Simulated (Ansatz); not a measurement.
Entries from a set of simulations; values are calculated unless marked as measured.

```cif
data_bi2te2pb2s3
_symmetry_space_group_name_H-M 'P-3m1'
_symmetry_Int_Tables_number 164
_cell_length_a 4.2579
_cell_length_b 4.2579
_cell_length_c 16.9431
_cell_angle_alpha 90.000
_cell_angle_beta 90.000
_cell_angle_gamma 120.000
_cell_volume 266.02
loop_
_atom_site_label
_atom_site_type_symbol
_atom_site_symmetry_multiplicity
_atom_site_Wyckoff_symbol
_atom_site_fract_x
_atom_site_fract_y
_atom_site_fract_z
_atom_site_occupancy
Bi1 Bi 2 c 0.00000 0.00000 0.19477 1
Te1 Te 2 d 0.33333 0.66667 0.91060 1
Pb1 Pb 2 d 0.33333 0.66667 0.60123 1
S1 S 2 d 0.33333 0.66667 0.29817 1
S2 S 1 b 0.00000 0.00000 0.50000 1
_calc_subject 'From HSE06 to G0W0: Bi2Te2Pb2S3 (P-3m1)'
_calc_method 'G0W0 on HSE06, plane waves, PAW (and 1 further level or step)'
_calc_program 'Ansatz 0.2.0'
_calc_settings_of_one_run 'cutoff 420 eV, 6×6×2 k-mesh, default PAW, empty bands 369, screening cutoff 72 eV, screening contour deformation, QP bands (v3, c3)'
_calc_cost '2 runs, 2.2 min in all on 1 × NVIDIA H100 80GB HBM3 (shared by 3 runs) with 3 threads of AMD EPYC 7R13 (Zen 3), shared host (the runs of this entry)'
_calc_notes 'In doubt: masses and optical values from hybrid runs of this build are listed as unsure (in some of the runs), which bears on the screening that GW takes from such a start. The cell and positions come from the Crystallography Open Database and are kept as given unless a step says otherwise. Limits: no spin-orbit coupling. No second run with other bands and screening cutoff is shown, so the distance to the basis limit is not known. On another start, G0W0@PBE runs of this series (6×6×2 mesh, soft_2 PAW; not shown as steps) give 0.430 eV with 184 bands and 36 eV, 0.561 eV with 423 bands and 72 eV and 0.628 eV with 848 bands and 120 eV. The program doubts an edge level of G0W0@PBE with 848 bands (6×6×2, soft_2 PAW).'
_calc_hse06_gap_over_mesh_and_listed_points '0.794 eV, direct, at k = Γ'
_calc_g0w0_hse06_gap_over_12_of_14_irreducible_mesh_points '0.743 eV, direct, at k = Γ'
_calc_gw_settings '6×6×2 mesh, 369 empty bands, screening to 72 eV'
_calc_known_limits 'finite bands, screening cutoff and k mesh; no spin-orbit coupling in G0W0'
```

[Paths, hosts, dates, memory and timing lines, banners, echoed tables and standing remarks are left out of the program output.]

[Logs are printed without paths, hosts, clocks, repeated set-up lines and the standing remarks that a program may print on its own settings, such as how far it seeks lower states.]

[Runs of the session that timed out or met a known fault of the program may be left out.]

[Cells called generated may have been cut or substituted from an entry of the Crystallography Open Database or the Materials Project.]

[Hosts, paths, dates, database ids (printed as entryN), source tags and the programs' standing remarks are cut or masked in the printed files.]
